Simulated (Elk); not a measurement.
An input for Elk 11.2.3 (patched build) (GaP (F-43m)):

```
tasks
  185
  186
  187

xctype
  20

rgkmax
  8.5

gmaxvr
  18.0

lmaxapw
  10

lmaxo
  8

nxlo
  2

lorbcnd
  .true.

autolinengy
  .true.

tshift
  .false.

ngridk
  6 6 6

vkloff
  0.05 0.15 0.25

nempty
  10

swidth
  0.00551

scissor
  0.04483

gmaxrf
  2.5

wplot
  240 100 0
  0.0 0.4427

optcomp
  1 1
  2 2
  3 3

nvbse
  2

ncbse
  2

sppath
  './'

avec
  0.0000000000 5.1499761211 5.1499761211
  5.1499761211 0.0000000000 5.1499761211
  5.1499761211 5.1499761211 0.0000000000

atoms
  2
  'Ga.in'
  1
  0.0000000000 0.0000000000 0.0000000000
  'P.in'
  1
  0.2500000000 0.2500000000 0.2500000000
```

```sh
OMP_NUM_THREADS=4 elk > log
```

Question: Estimate wall time and host memory on 4 threads of Arm Neoverse V1, shared host.

It took 4.8 min; on shared hardware allow 2.4 min to 9.6 min. Peak host memory was 0.16 GiB.

The kernel grows as the square of the matrix size, and full diagonalisation as its cube.

[Paths, hosts, dates, memory and timing lines, banners, echoed tables and standing remarks are left out of the program output.]

[Logs are printed without paths, hosts, clocks, repeated set-up lines and the standing remarks that a program may print on its own settings, such as how far it seeks lower states.]

[Runs of the session that timed out or met a known fault of the program may be left out.]

[Hosts, paths, dates, database ids (printed as entryN), source tags and the programs' standing remarks are cut or masked in the printed files.]
